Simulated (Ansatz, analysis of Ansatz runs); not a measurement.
**Local vibrational mode of the Be-H pair in corundum (PBE)**

Subject: Be-H pair in corundum. Wanted: its local vibrational mode, in one set-up (PBE, 80-site cell, PBE lattice, 520 eV, k: the single point 1/4 1/4 1/4). The model is a cell of 80 host atoms with Be put on another atom's site and H put in between. The frequencies come from force constants among the defect atom and its neighbours, with the masses of the isotopes named. This set-up takes another basis size than the usual one.

**The experiment.** O-H stretch, 1H: 3060 cm⁻¹, by FTIR (quoted in “Vibrational properties of OH groups associated with divalent cations in corundum (α-Al2O3)”, 2023, Jollands et al., quoting earlier work (2022)).

Main program and level: Ansatz 0.2.0; plane-wave PAW DFT, PBE; relaxation of all atoms of a defect supercell.

### 1. The starting structure

The cell holds 81 atoms: 31 Al, 1 Be, 48 O and 1 H. Its edges and angles: a = 10.362 Å, b = 10.362 Å, c = 10.362 Å, α = 55.3°, β = 55.3°, γ = 55.3°. It derives from Al2O3 (space group R-3c). Nearest the centre at fractional (0.313, 0.461, 0.579): O15 at 0.44 Å, H81 at 1.44 Å, Be4 at 1.44 Å, Al32 at 2.07 Å, Al13 at 2.13 Å, Al31 at 2.31 Å, O28 at 2.38 Å, O19 at 2.47 Å.

The host's primitive cell comes from a first run (plane-wave PAW DFT, PBE; relaxation of the host's cell and atoms): vectors of 5.181, 5.181 and 5.181 Å. That is 8.76 Å³ an atom, 3.1 % over the diffraction cell's volume. The supercell is built on it.

### 2. Relaxation, charge 0

Every later number rests on the structure around the defect, so the atoms are relaxed at the host's lattice first.

Input file relax/input.yaml:

```yaml
relax:
  f_tol: 0.01
  max_steps: 80
  random_displacement: { amplitude: 0.02, seed: 97 }
crystal:
  lattice:
    - [4.80899874, 2.77647672, 8.74901147]
    - [-4.80899874, 2.77647672, 8.74901147]
    - [0.0, -5.55295343, 8.74901147]
  atoms:
    - { symbol: Al, position: [0.176068965, 0.176068965, 0.176068965] }
    - { symbol: Al, position: [0.073931035, 0.073931035, 0.073931035] }
    - { symbol: Al, position: [0.323931035, 0.323931035, 0.323931035] }
    - { symbol: Be, position: [0.426068965, 0.426068965, 0.426068965] }
    - { symbol: O, position: [0.278079928, 0.471920072, 0.125] }
    - { symbol: O, position: [0.125, 0.278079928, 0.471920072] }
    - { symbol: O, position: [0.471920072, 0.125, 0.278079928] }
    - { symbol: O, position: [0.221920072, 0.028079928, 0.375] }
    - { symbol: O, position: [0.375, 0.221920072, 0.028079928] }
    - { symbol: O, position: [0.028079928, 0.375, 0.221920072] }
    - { symbol: Al, position: [0.176068965, 0.176068965, 0.676068965] }
    - { symbol: Al, position: [0.073931035, 0.073931035, 0.573931035] }
    - { symbol: Al, position: [0.323931035, 0.323931035, 0.823931035] }
    - { symbol: Al, position: [0.426068965, 0.426068965, 0.926068965] }
    - { symbol: O, position: [0.278079928, 0.471920072, 0.625] }
    - { symbol: O, position: [0.125, 0.278079928, 0.971920072] }
    - { symbol: O, position: [0.471920072, 0.125, 0.778079928] }
    - { symbol: O, position: [0.221920072, 0.028079928, 0.875] }
    - { symbol: O, position: [0.375, 0.221920072, 0.528079928] }
    - { symbol: O, position: [0.028079928, 0.375, 0.721920072] }
    - { symbol: Al, position: [0.176068965, 0.676068965, 0.176068965] }
    - { symbol: Al, position: [0.073931035, 0.573931035, 0.073931035] }
    - { symbol: Al, position: [0.323931035, 0.823931035, 0.323931035] }
    - { symbol: Al, position: [0.426068965, 0.926068965, 0.426068965] }
    - { symbol: O, position: [0.278079928, 0.971920072, 0.125] }
    - { symbol: O, position: [0.125, 0.778079928, 0.471920072] }
    - { symbol: O, position: [0.471920072, 0.625, 0.278079928] }
    - { symbol: O, position: [0.221920072, 0.528079928, 0.375] }
    - { symbol: O, position: [0.375, 0.721920072, 0.028079928] }
    - { symbol: O, position: [0.028079928, 0.875, 0.221920072] }
    - { symbol: Al, position: [0.176068965, 0.676068965, 0.676068965] }
    - { symbol: Al, position: [0.073931035, 0.573931035, 0.573931035] }
    - { symbol: Al, position: [0.323931035, 0.823931035, 0.823931035] }
    - { symbol: Al, position: [0.426068965, 0.926068965, 0.926068965] }
    - { symbol: O, position: [0.278079928, 0.971920072, 0.625] }
    - { symbol: O, position: [0.125, 0.778079928, 0.971920072] }
    - { symbol: O, position: [0.471920072, 0.625, 0.778079928] }
    - { symbol: O, position: [0.221920072, 0.528079928, 0.875] }
    - { symbol: O, position: [0.375, 0.721920072, 0.528079928] }
    - { symbol: O, position: [0.028079928, 0.875, 0.721920072] }
    - { symbol: Al, position: [0.676068965, 0.176068965, 0.176068965] }
    - { symbol: Al, position: [0.573931035, 0.073931035, 0.073931035] }
    - { symbol: Al, position: [0.823931035, 0.323931035, 0.323931035] }
    - { symbol: Al, position: [0.926068965, 0.426068965, 0.426068965] }
    - { symbol: O, position: [0.778079928, 0.471920072, 0.125] }
    - { symbol: O, position: [0.625, 0.278079928, 0.471920072] }
    - { symbol: O, position: [0.971920072, 0.125, 0.278079928] }
    - { symbol: O, position: [0.721920072, 0.028079928, 0.375] }
    - { symbol: O, position: [0.875, 0.221920072, 0.028079928] }
    - { symbol: O, position: [0.528079928, 0.375, 0.221920072] }
    - { symbol: Al, position: [0.676068965, 0.176068965, 0.676068965] }
    - { symbol: Al, position: [0.573931035, 0.073931035, 0.573931035] }
    - { symbol: Al, position: [0.823931035, 0.323931035, 0.823931035] }
    - { symbol: Al, position: [0.926068965, 0.426068965, 0.926068965] }
    - { symbol: O, position: [0.778079928, 0.471920072, 0.625] }
    - { symbol: O, position: [0.625, 0.278079928, 0.971920072] }
    - { symbol: O, position: [0.971920072, 0.125, 0.778079928] }
    - { symbol: O, position: [0.721920072, 0.028079928, 0.875] }
    - { symbol: O, position: [0.875, 0.221920072, 0.528079928] }
    - { symbol: O, position: [0.528079928, 0.375, 0.721920072] }
    - { symbol: Al, position: [0.676068965, 0.676068965, 0.176068965] }
    - { symbol: Al, position: [0.573931035, 0.573931035, 0.073931035] }
    - { symbol: Al, position: [0.823931035, 0.823931035, 0.323931035] }
    - { symbol: Al, position: [0.926068965, 0.926068965, 0.426068965] }
    - { symbol: O, position: [0.778079928, 0.971920072, 0.125] }
    - { symbol: O, position: [0.625, 0.778079928, 0.471920072] }
    - { symbol: O, position: [0.971920072, 0.625, 0.278079928] }
    - { symbol: O, position: [0.721920072, 0.528079928, 0.375] }
    - { symbol: O, position: [0.875, 0.721920072, 0.028079928] }
    - { symbol: O, position: [0.528079928, 0.875, 0.221920072] }
    - { symbol: Al, position: [0.676068965, 0.676068965, 0.676068965] }
    - { symbol: Al, position: [0.573931035, 0.573931035, 0.573931035] }
    - { symbol: Al, position: [0.823931035, 0.823931035, 0.823931035] }
    - { symbol: Al, position: [0.926068965, 0.926068965, 0.926068965] }
    - { symbol: O, position: [0.778079928, 0.971920072, 0.625] }
    - { symbol: O, position: [0.625, 0.778079928, 0.971920072] }
    - { symbol: O, position: [0.971920072, 0.625, 0.778079928] }
    - { symbol: O, position: [0.721920072, 0.528079928, 0.875] }
    - { symbol: O, position: [0.875, 0.721920072, 0.528079928] }
    - { symbol: O, position: [0.528079928, 0.875, 0.721920072] }
    - { symbol: H, position: [0.19946, 0.495996, 0.731205] }
basis:
  ecutwfc: 520
  xc_grid: 2
hamiltonian:
  xc: pbe
kpoints:
  mp_grid: { grid: [1, 1, 1], shift: [0.25, 0.25, 0.25] }
scf:
  occupations: { method: fermi_dirac, width: 0.01 }
  max_iter: 120
output:
  forces: true
checkpoint:
  write: "../relax.run"
  compress: false
  write_wavefunctions: true
  write_every: 100000
```

Launch:

```console
> ansatz run input.yaml --threads 2 --pin off --max-ram 3768MiB --backend cpu --events-out ev --progress --plain --runs-dir out
```

Numbers of over 12 decimals in the logs are rounded to 6 here.

The program printed:

```text
[... repeated set-up lines and file paths are left out, and long positions are rounded to six places ...]
Engine: ansatz 0.2.0, x86_64-unknown-linux-gnu
Pseudopotentials: kind: paw
Pseudopotential: Al, paw, valence charge 3, recommended cutoff 420 eV (normal), Al.paw.azcp
Pseudopotential: Be, paw, valence charge 2, recommended cutoff 420 eV (normal), Be.paw.azcp
Pseudopotential: O, paw, valence charge 6, recommended cutoff 420 eV (normal), O.paw.azcp
Pseudopotential: H, paw, valence charge 1, recommended cutoff 420 eV (normal), H.paw.azcp
Functional definition: PBE
  parameter kappa = 0.804
  parameter beta = 0.066725
  exchange = pbe_x(kappa = kappa, mu = beta*pi^2/3)
  correlation = pbe_c(beta = beta)
Crystal: 81 atoms, lattice volume = 700.905 Å³
Basis set: ecut = 520 eV, 18807 PW (Γ), exchange–correlation on 160×160×160 points (8 copies of the dense FFT grid, shifted against one another)
Bands: 273, of which v1, the nominal top of the filled ones, is band 192 counted from 1 (191 counted from 0)
Symmetry: 1 space group operations
k-points: 1
Non-local potential: Al, projectors of the file, l = 0: 2, l = 1: 2, l = 2: 1
Non-local potential: Be, projectors of the file, l = 0: 2, l = 1: 2, l = 2: 1
Non-local potential: O, projectors of the file, l = 0: 2, l = 1: 2, l = 2: 1
Non-local potential: H, projectors of the file, l = 0: 2, l = 1: 1
PAW form: soft (Blöchl's): semilocal exchange-correlation on the pseudo side does not see the compensation charge
PAW one-centre angular grid: Al, 110 points (default); XC on 64 Gauss nodes
PAW one-centre angular grid: Be, 110 points (default); XC on 64 Gauss nodes
PAW one-centre angular grid: O, 110 points (default); XC on 64 Gauss nodes
PAW one-centre angular grid: H, 110 points (default); XC on 64 Gauss nodes
Initial density: superposition of atomic densities (neutral atoms: chi_scale 0, normalization atom), corrected by the library's trained network
Initial wavefunctions: pseudopotential atomic-orbital guess
Functional: x = pbe(κ = 0.804, μ = 0.219515), c = pbe(β = 0.066725)
SCF iter   1: F=—  HF=-44121.545053 eV  |F-HF|=—  |Δ(HF+E_count)|=         —  Δρ=3.87e-3  dr2=1.92e-1  ethr=1.77e-3  ⟨swp⟩=6.0  Hψ=1198  notcnv=0  defer=65
preconditioner: auto → Resta (q_TF=auto, 2.468 Å⁻¹)  ε∞=3.6  [insulator: Δε(μ)=5.463 eV  Ē_g=17.187 eV  σ=0.010 eV  W_gap=1.00  n_scr=174 (ndim 8)  ℏωp=27.5 eV  f_vac=0.000  D(μ)=0.00/eV (n_scr^D=0)  ε∞_Penn≈3.6]
SCF iter   2: F=—  HF=-44121.505362 eV  |F-HF|=—  |Δ(HF+E_count)|=   3.97e-2  Δρ=1.93e-3  dr2=3.91e-2  ethr=5.00e-5  ⟨swp⟩=3.0  Hψ=514  notcnv=0  defer=77
SCF iter   3: F=—  HF=-44121.497324 eV  |F-HF|=—  |Δ(HF+E_count)|=   8.04e-3  Δρ=6.99e-4  dr2=5.80e-3  ethr=1.02e-5  ⟨swp⟩=4.0  Hψ=397  notcnv=0  defer=77
SCF iter   4: F=—  HF=-44121.495958 eV  |F-HF|=—  |Δ(HF+E_count)|=   1.37e-3  Δρ=2.64e-4  dr2=4.01e-4  ethr=1.51e-6  ⟨swp⟩=4.0  Hψ=394  notcnv=0  defer=77
SCF iter   5: F=—  HF=-44121.495895 eV  |F-HF|=—  |Δ(HF+E_count)|=   6.30e-5  Δρ=1.11e-4  dr2=5.80e-5  ethr=1.05e-7  ⟨swp⟩=2.0  Hψ=506  notcnv=0  defer=77
SCF iter   6: F=—  HF=-44121.495884 eV  |F-HF|=—  |Δ(HF+E_count)|=   1.13e-5  Δρ=2.67e-5  dr2=2.97e-6  ethr=1.51e-8  ⟨swp⟩=2.0  Hψ=387  notcnv=0  defer=77
SCF iter   7: F=-44121.495885 eV  HF=-44121.495885 eV  |F-HF|=2.55e-10  |Δ(HF+E_count)|=   8.09e-7  Δρ=7.50e-6  dr2=2.71e-7  ethr=6.51e-10  ⟨swp⟩=4.0  Hψ=805  notcnv=0
SCF 1 converged in 7 iterations: F = -44121.495885 eV  dr2 = 2.71e-7
  greatest PAW one-centre occupation: 0.871 electrons in one spin orbital (limit 2), on the O atom at site 14 (counted from 0), in its partial waves of l = 0
relax step   1: F+E_penalty+E_count = -44121.49588465 eV  Δ(F+E_penalty+E_count) = +0.000e0 eV  max|allowed force component| = 4.227e0 eV/Å  Δτ_max = 0.0000 Å  (7 SCF iters, dr2 threshold 2.50e-6 eV, accepted)
[... the SCF cycles and remarks between the steps are left out from here to the last step ...]
relax step   2: F+E_penalty+E_count = -44123.09743282 eV  Δ(F+E_penalty+E_count) = -1.602e0 eV  max|allowed force component| = 2.169e0 eV/Å  Δτ_max = 0.0900 Å  (5 SCF iters, dr2 threshold 1.00e-4 eV, accepted)
relax step   3: F+E_penalty+E_count = -44123.94420746 eV  Δ(F+E_penalty+E_count) = -8.468e-1 eV  max|allowed force component| = 1.285e0 eV/Å  Δτ_max = 0.1956 Å  (5 SCF iters, dr2 threshold 1.00e-4 eV, accepted)
relax step   4: F+E_penalty+E_count = -44124.30030837 eV  Δ(F+E_penalty+E_count) = -3.561e-1 eV  max|allowed force component| = 9.940e-1 eV/Å  Δτ_max = 0.2000 Å  (5 SCF iters, dr2 threshold 1.00e-4 eV, accepted)
relax step   5: F+E_penalty+E_count = -44124.51296087 eV  Δ(F+E_penalty+E_count) = -2.127e-1 eV  max|allowed force component| = 1.119e0 eV/Å  Δτ_max = 0.1933 Å  (5 SCF iters, dr2 threshold 1.00e-4 eV, accepted)
relax step   6: F+E_penalty+E_count = -44124.68289317 eV  Δ(F+E_penalty+E_count) = -1.699e-1 eV  max|allowed force component| = 1.009e0 eV/Å  Δτ_max = 0.2000 Å  (5 SCF iters, dr2 threshold 1.00e-4 eV, accepted)
relax step   7: F+E_penalty+E_count = -44124.87272832 eV  Δ(F+E_penalty+E_count) = -1.898e-1 eV  max|allowed force component| = 6.386e-1 eV/Å  Δτ_max = 0.1959 Å  (5 SCF iters, dr2 threshold 1.00e-4 eV, accepted)
relax step   8: F+E_penalty+E_count = -44125.01886272 eV  Δ(F+E_penalty+E_count) = -1.461e-1 eV  max|allowed force component| = 8.000e-1 eV/Å  Δτ_max = 0.2000 Å  (5 SCF iters, dr2 threshold 1.00e-4 eV, accepted)
relax step   9: F+E_penalty+E_count = -44125.13898969 eV  Δ(F+E_penalty+E_count) = -1.201e-1 eV  max|allowed force component| = 7.809e-1 eV/Å  Δτ_max = 0.2000 Å  (5 SCF iters, dr2 threshold 1.00e-4 eV, accepted)
relax step  10: F+E_penalty+E_count = -44125.23063226 eV  Δ(F+E_penalty+E_count) = -9.164e-2 eV  max|allowed force component| = 8.758e-1 eV/Å  Δτ_max = 0.1944 Å  (5 SCF iters, dr2 threshold 1.00e-4 eV, accepted)
relax step  11: F+E_penalty+E_count = -44125.26419015 eV  Δ(F+E_penalty+E_count) = -3.356e-2 eV  max|allowed force component| = 2.026e0 eV/Å  Δτ_max = 0.1972 Å  (5 SCF iters, dr2 threshold 1.00e-4 eV, accepted)
relax step  12: F+E_penalty+E_count = -44125.39164498 eV  Δ(F+E_penalty+E_count) = -1.275e-1 eV  max|allowed force component| = 3.465e-1 eV/Å  Δτ_max = 0.1947 Å  (5 SCF iters, dr2 threshold 1.00e-4 eV, accepted)
relax step  13: F+E_penalty+E_count = -44125.49106444 eV  Δ(F+E_penalty+E_count) = -9.942e-2 eV  max|allowed force component| = 6.997e-1 eV/Å  Δτ_max = 0.1955 Å  (6 SCF iters, dr2 threshold 7.50e-6 eV, accepted)
relax step  14: F+E_penalty+E_count = -44125.59583385 eV  Δ(F+E_penalty+E_count) = -1.048e-1 eV  max|allowed force component| = 6.300e-1 eV/Å  Δτ_max = 0.1953 Å  (5 SCF iters, dr2 threshold 3.06e-5 eV, accepted)
relax step  15: F+E_penalty+E_count = -44125.67043020 eV  Δ(F+E_penalty+E_count) = -7.460e-2 eV  max|allowed force component| = 2.566e-1 eV/Å  Δτ_max = 0.1951 Å  (5 SCF iters, dr2 threshold 1.00e-4 eV, accepted)
relax step  16: F+E_penalty+E_count = -44125.66764382 eV  Δ(F+E_penalty+E_count) = +2.786e-3 eV  max|allowed force component| = 4.283e-1 eV/Å  Δτ_max = 0.1595 Å  (6 SCF iters, dr2 threshold 1.09e-5 eV, rejected (line search))
relax step  17: F+E_penalty+E_count = -44125.69545556 eV  Δ(F+E_penalty+E_count) = -2.503e-2 eV  max|allowed force component| = 1.832e-1 eV/Å  Δτ_max = 0.0780 Å  (7 SCF iters, accepted)
relax step  18: F+E_penalty+E_count = -44125.70048867 eV  Δ(F+E_penalty+E_count) = -5.033e-3 eV  max|allowed force component| = 2.001e-1 eV/Å  Δτ_max = 0.1000 Å  (6 SCF iters, dr2 threshold 5.57e-6 eV, accepted)
relax step  19: F+E_penalty+E_count = -44125.69901824 eV  Δ(F+E_penalty+E_count) = +1.470e-3 eV  max|allowed force component| = 2.763e-1 eV/Å  Δτ_max = 0.1193 Å  (5 SCF iters, dr2 threshold 2.04e-5 eV, rejected (line search))
relax step  20: F+E_penalty+E_count = -44125.71479374 eV  Δ(F+E_penalty+E_count) = -1.431e-2 eV  max|allowed force component| = 1.882e-2 eV/Å  Δτ_max = 0.0330 Å  (7 SCF iters, accepted)
relax step  21: F+E_penalty+E_count = -44125.71510390 eV  Δ(F+E_penalty+E_count) = -3.102e-4 eV  max|allowed force component| = 1.394e-2 eV/Å  Δτ_max = 0.0074 Å  (5 SCF iters, accepted)
relax step  22: F+E_penalty+E_count = -44125.71511108 eV  Δ(F+E_penalty+E_count) = -7.171e-6 eV  max|allowed force component| = 1.725e-2 eV/Å  Δτ_max = 0.0060 Å  (5 SCF iters, accepted)
relax step  23: F+E_penalty+E_count = -44125.71516120 eV  Δ(F+E_penalty+E_count) = -5.012e-5 eV  max|allowed force component| = 7.805e-3 eV/Å  Δτ_max = 0.0034 Å  (4 SCF iters, dr2 threshold 1.63e-7 eV, accepted)
iter 1 solved again at ethr=1.62e-11 eV; its pass at ethr=3.10e-3 eV (dr2=6.24e-8 eV) is discarded
SCF iter   1: F=—  HF=-44125.715176 eV  |F-HF|=—  |Δ(HF+E_count)|=         —  Δρ=3.65e-6  dr2=6.24e-8  ethr=1.62e-11  ⟨swp⟩=1.0  Hψ=758  notcnv=0  defer=77
SCF iter   2: F=-44125.715161 eV  HF=-44125.715161 eV  |F-HF|=1.24e-9  |Δ(HF+E_count)|=   1.46e-5  Δρ=1.88e-6  dr2=2.10e-8  ethr=1.62e-11  ⟨swp⟩=4.0  Hψ=662  notcnv=0
SCF 24 converged in 2 iterations: F = -44125.715161 eV  dr2 = 2.10e-8
relax step  24: F+E_penalty+E_count = -44125.71516120 eV  Δ(F+E_penalty+E_count) = -8.469e-9 eV  max|allowed force component| = 7.812e-3 eV/Å  Δτ_max = 0.0000 Å  (2 SCF iters, accepted)
NSCF: frozen V_eff on 1 k-points
the band table was solved once a step of the walk had ended and its energy, with any forces and stress, was formed, with the checks that follow a solve (1244 applications of the Hamiltonian). They found nothing against the state; [...]
SCF converged after 2 iterations
Free energy (F): -44125.715161 eV
Harris-Foulkes:  -44125.715161 eV  (|F-HF|=1.24e-9)
Internal energy: -44125.715161 eV  (E = F + TS)
E sigma→0 (E₀):  -44125.715161 eV
Fermi energy:    10.469405 eV
--- Per-component energies (eV) ---
  E_band       = 387.344181
  E_kinetic    = 9425.397730
  E_local      = -16121.802148  (includes V_loc(G=0)·N_el)
  E_nonlocal   = 2592.057980
  E_hartree    = 5956.932458
  E_xc         = -4882.775746
  E_vxc        = -5560.528835  (∫ρ·V_xc dr)
  E_paw        = -22163.258271  (= ΣΔE_a)
  E_vpaw       = -1861.685176  (= ΣTr[D̂ρ^β])
  E_aug_tail   = 0.038988  (compensation charges beyond the density's cutoff)
  E_ewald      = -18932.306152
  E_smearing   = -0.000000  (= −TS)
  E_closure    = -0.000000  (closes the sum)
  Σ components = -44125.715161   (vs F -44125.715161, Δ=0.00e0)
--- Forces (eV/Å), atoms counted from 1 ---
  atom   1  Al     0.00028086    -0.00048185    -0.00121487
  atom   2  Al    -0.00025604     0.00091494     0.00059392
  [... 1 atom left out ...]
  atom   4  Be     0.00057367     0.00126854     0.00420988
  [... 8 atoms left out ...]
  atom  13  Al    -0.00306905     0.00322943    -0.00206438
  [... 1 atom left out ...]
  atom  15  O      0.00514844    -0.00067138    -0.00781220
  [... 3 atoms left out ...]
  atom  19  O     -0.00082360    -0.00123750     0.00316854
  [... 7 atoms left out ...]
  atom  27  O     -0.00257316     0.00011490     0.00142509
  atom  28  O     -0.00038390     0.00066448    -0.00260572
  [... 2 atoms left out ...]
  atom  31  Al     0.00180477    -0.00008765    -0.00150921
  atom  32  Al     0.00411346     0.00057955     0.00372511
  [... 13 atoms left out ...]
  atom  46  O      0.00014367    -0.00188937    -0.00141750
  [... 34 atoms left out ...]
  atom  81  H     -0.00400316    -0.00021449     0.00494146
  max |Σ_I F_I| component: 5.08e-5 eV/Å
--- Band table (eV) ---
  k-point 0: bands = ["-11.7031", "-11.2469", "-11.0079", "-10.7423", [... 265 left out ...] "20.2545", "20.2860", "20.3349", "20.3713"]
--- Relaxed structure (24 steps of the walk, 22 accepted, 0 SCFs on fresh bases) ---
  F+E_penalty+E_count = -44125.71516120 eV   max|allowed force component| = 7.812e-3 eV/Å
  atoms:
    - { symbol: Al, position: [0.175580, 0.174445, 0.180333] }
    - { symbol: Al, position: [0.071041, 0.075628, 0.077102] }
    [... 1 atom left out ...]
    - { symbol: Be, position: [0.496086, 0.428130, 0.374611] }
    [... 8 atoms left out ...]
    - { symbol: Al, position: [0.323506, 0.322783, 0.832226] }
    [... 1 atom left out ...]
    - { symbol: O, position: [0.278440, 0.450828, 0.631390] }
    [... 3 atoms left out ...]
    - { symbol: O, position: [0.365390, 0.221206, 0.540189] }
    [... 7 atoms left out ...]
    - { symbol: O, position: [0.477227, 0.622501, 0.277623] }
    - { symbol: O, position: [0.208272, 0.534104, 0.374004] }
    [... 2 atoms left out ...]
    - { symbol: Al, position: [0.168054, 0.684502, 0.679996] }
    - { symbol: Al, position: [0.074600, 0.575708, 0.568070] }
    [... 13 atoms left out ...]
    - { symbol: O, position: [0.626303, 0.282271, 0.467757] }
    [... 34 atoms left out ...]
    - { symbol: H, position: [0.313340, 0.351962, 0.601525] }
```

The job ended after 4.3 min (2 threads of Intel Xeon Platinum 8488C (Sapphire Rapids), shared host; peak memory 1.8 GiB).

(Continued in part 2 of 2.)

[Logs are printed without paths, hosts, clocks, repeated set-up lines and the standing remarks that a program may print on its own settings, such as how far it seeks lower states.]

[Hosts, paths, dates, database ids (printed as entryN), source tags and the programs' standing remarks are cut or masked in the printed files.]

[For some hosts the program warned that the k-mesh of the response run may be too coarse for force constants and the static dielectric constant; such warnings are not shown here.]
